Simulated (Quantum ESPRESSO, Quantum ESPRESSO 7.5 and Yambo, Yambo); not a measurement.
## InSe (C2/m): G0W0 on several meshes in Yambo

Aim: the GW shift of InSe (C2/m) against the k mesh.

Method: PBEsol and many-body steps on it, plane waves, in Quantum ESPRESSO 7.5 and Yambo 5.3.0.

This is a report of a sequence of runs, with most program output left out.

### Step 1. Set-up

The structure is monoclinic, space group C2/m (No. 12). The conventional cell has a = 11.653 Å, b = 4.109 Å, c = 5.073 Å, α = 90.00°, β = 109.86°, γ = 90.00°. Nearest to In lie 3 Se at 2.68 to 2.69 Å and 1 In at 2.80 Å. Se has 3 In at 2.68 to 2.69 Å nearest. Farther neighbours and most contacts between anions are not listed.

The cell and positions are those that the Materials Project relaxed with its own functionals (PBE, PBE+U or r2SCAN), kept fixed.

### Step 2. Empty states on the mesh, 2×2×2 mesh, 90 bands

This step: Quantum ESPRESSO 7.5; DFT, PBEsol, plane waves, norm-conserving pseudopotentials.

The sums over transitions need many empty states on a uniform mesh; this step solves for them.

The input, pw.in:

```
&control
  calculation = 'nscf'
  prefix = 'x'
  outdir = 'o'
  pseudo_dir = 'pseudo'
/
&system
  ibrav = 0
  nat = 4
  ntyp = 2
  ecutwfc = 78.0
  nbnd = 90
  force_symmorphic = .true.
/
&electrons
  conv_thr = 1e-9
  electron_maxstep = 80
  diago_full_acc = .true.
  diago_thr_init = 5e-6
/
ATOMIC_SPECIES
  In 114.82 In.upf
  Se 78.971 Se.upf
CELL_PARAMETERS angstrom
  5.8263928781 -2.0546489550 -0.0000000000
  5.8263928781 2.0546489550 -0.0000000000
  -1.7232330140 0.0000000000 4.7713478577
ATOMIC_POSITIONS crystal
  In 0.1117967500 0.1117967500 0.9531586400
  In 0.8882032500 0.8882032500 0.0468413600
  Se 0.3390724100 0.3390724100 0.3310443800
  Se 0.6609275900 0.6609275900 0.6689556200
K_POINTS automatic
  2 2 2 0 0 0
```

Run with:

```console
$ OMP_NUM_THREADS=1 mpirun -n 4 pw.x -nk 4 -in pw.in > pw.out
```

Wall time 18 s (4 MPI ranks of Arm Neoverse V2, shared host); peak memory 0.58 GiB; 72 s of CPU time.

This step gave:

```
gap                                                           : 1.114 eV
k of the valence top                                          : -0.5, -0.5, 0
k of the conduction bottom                                    : 0, 0, -0.5
least direct gap                                              : 1.439 eV
k points computed                                             : 6
lowest point of the top converged band, above the valence top : 32.18 eV
```

On this mesh the gap is 1.114 eV.

The density comes from a self-consistent run that is not shown.

### Step 3. Conversion and set-up

This step: Yambo 5.3.0; conversion and set-up on PBEsol, plane waves, norm-conserving pseudopotentials.

The states are converted to the many-body program's format and the q mesh is built.

Run with:

```console
$ (cd o/x.save; p2y > p2y.log; mv SAVE ../..); yambo > setup.log
```

Elapsed: 2.2 s, on 1 MPI rank; peak memory 0.24 GiB.

### Step 4. 2×2×2

Now the one-shot GW correction: screening in the RPA, then the self-energy of the levels asked for.

This step: G0W0 on PBEsol, plane waves, norm-conserving pseudopotentials.

The input, gw10.in:

```
HF_and_locXC
gw0
dyson
ppa
em1d
rim_cut
RandQpts= 1000000
RandGvec= 1 RL
EXXRLvcs= 78 Ry
VXCRLvcs= 312 Ry
Chimod= "HARTREE"
% BndsRnXp
 1 | 90 |
%
NGsBlkXp= 5 Ry
% LongDrXp
 1 | 1 | 1 |
%
% GbndRnge
 1 | 90 |
%
DysSolver= "n"
ExtendOut
PPAPntXp= 27.21138 eV
% QPkrange
 5 | 5 | 28 | 31 |
 2 | 2 | 28 | 31 |
 1 | 1 | 28 | 31 |
%
```

Run with:

```console
$ OMP_NUM_THREADS=1 mpirun -n 4 yambo -F gw10.in -J gw10 -C gw10 > gw10.log
```

Run time: 24 s. Hardware: 4 MPI ranks; peak memory 2.6 GiB; 90 s of CPU time.

This step gave:

- G0W0 gap on the points computed: 2.045 eV
- starting gap on the mesh: 1.114 eV
- k of the valence top: -0.5, -0.5, 0
- k of the conduction bottom: 0, 0, -0.5
- least direct G0W0 gap on the computed points: 2.362 eV
- Z at the valence top: 0.7929
- Z at the conduction bottom: 0.8000

The gap on the mesh goes from 1.11 eV to 2.04 eV, a correction of +0.93 eV.

### Step 5. Empty states on the mesh, 4×4×4 mesh, 90 bands

This step: Quantum ESPRESSO 7.5; DFT, PBEsol, plane waves, norm-conserving pseudopotentials.

Changes to pw.in since step 2:

```diff
@@ -33,2 +33,2 @@
 K_POINTS automatic
-  2 2 2 0 0 0
+  4 4 4 0 0 0
```

Run with:

```console
$ OMP_NUM_THREADS=1 mpirun -n 4 pw.x -nk 4 -in pw.in > pw.out
```

Elapsed: 52 s, on 4 MPI ranks; peak memory 0.58 GiB; 3.4 min of CPU time.

This step gave:

```yaml
gap: 1.114 eV
k_of_the_valence_top: -0.5, -0.5, 0
k_of_the_conduction_bottom: 0, 0, -0.5
least_direct_gap: 1.439 eV
k_points_computed: 24
lowest_point_of_the_top_converged_band_above_the_valence_top: 31.89 eV
```

On this mesh the gap is 1.114 eV.

### Step 6. Conversion and set-up

This step: Yambo 5.3.0; conversion and set-up on PBEsol, plane waves, norm-conserving pseudopotentials.

Run with:

```console
$ (cd o/x.save; p2y > p2y.log; mv SAVE ../..); yambo > setup.log
```

Wall time 3.4 s (1 MPI rank); peak memory 0.26 GiB.

### Step 7. 4×4×4

This step: G0W0 on PBEsol, plane waves, norm-conserving pseudopotentials.

gw11.in, as its differences from gw10.in of step 4:

```diff
@@ -25,4 +25,4 @@
 % QPkrange
- 5 | 5 | 28 | 31 |
- 2 | 2 | 28 | 31 |
+ 22 | 22 | 28 | 31 |
+ 3 | 3 | 28 | 31 |
  1 | 1 | 28 | 31 |
```

Run with:

```console
$ OMP_NUM_THREADS=1 mpirun -n 4 yambo -F gw11.in -J gw11 -C gw11 > gw11.log
```

Run time: 7.7 min. Hardware: 4 MPI ranks; peak memory 7.9 GiB.

This step gave:

```
G0W0 gap on the points computed              : 2.042 eV
starting gap on the mesh                     : 1.114 eV
k of the valence top                         : -0.5, -0.5, 0
k of the conduction bottom                   : 0, 0, -0.5
least direct G0W0 gap on the computed points : 2.375 eV
Z at the valence top                         : 0.7937
Z at the conduction bottom                   : 0.8038
```

Against G0W0 in Yambo (2×2×2 mesh, 90 bands, screening to 68 eV, Godby-Needs plasmon pole), the gap moves by −0.002 eV.

### Step 8. Side by side

Times are wall times on 4 MPI ranks of Arm Neoverse V2, shared host, good to a factor of about two.

```csv
run,mesh,bands,screening cutoff (eV),DFT gap (eV),gap on the mesh (eV),direct (eV),time
2×2×2,2×2×2,90,68,1.114,2.045,2.362,24 s
4×4×4,4×4×4,90,68,1.114,2.042,2.375,7.7 min
```

### Step 9. What came out

| Item | Value |
| --- | --- |
| 2×2×2 | 2.045 eV |
| 4×4×4 | 2.042 eV |
| known limits | not at the basis limit; exchange with frozen shells missing; no spin-orbit coupling; coarse k mesh |

**Reading.** 4×4×4: −0.002 eV against 2×2×2. Bands and cutoff are finite, so the gap is not at the basis limit. The miss can reach some tenths of an eV and take either sign; the mesh is an error of its own. In the G0W0 runs levels were corrected at 3 k points alone, so a gap called «on the mesh» is the least over those, and an edge elsewhere would be missed. A denser mesh or path gives a starting gap of 1.06 eV: the GW mesh misses a band edge, so its gaps are not the fundamental one. The 2×2×2 mesh is coarse for this cell, which bears on the long-range parts of exchange and screening. The norm-conserving file of at least one element keeps a d shell over frozen s and p shells of the same row. Exchange with those shells is missing from the self-energy, an error of 0.3 to 0.9 eV in cases checked, whose sign depends on which edge lies on those atoms. The many-body steps are scalar-relativistic: spin-orbit coupling is not in them.

[Paths, hosts, dates, memory and timing lines, banners, echoed tables and standing remarks are left out of the program output.]

[Logs are printed without paths, hosts, clocks, repeated set-up lines and the standing remarks that a program may print on its own settings, such as how far it seeks lower states.]

[Runs of the session that timed out or met a known fault of the program may be left out.]

[Hosts, paths, dates, database ids (printed as entryN), source tags and the programs' standing remarks are cut or masked in the printed files.]
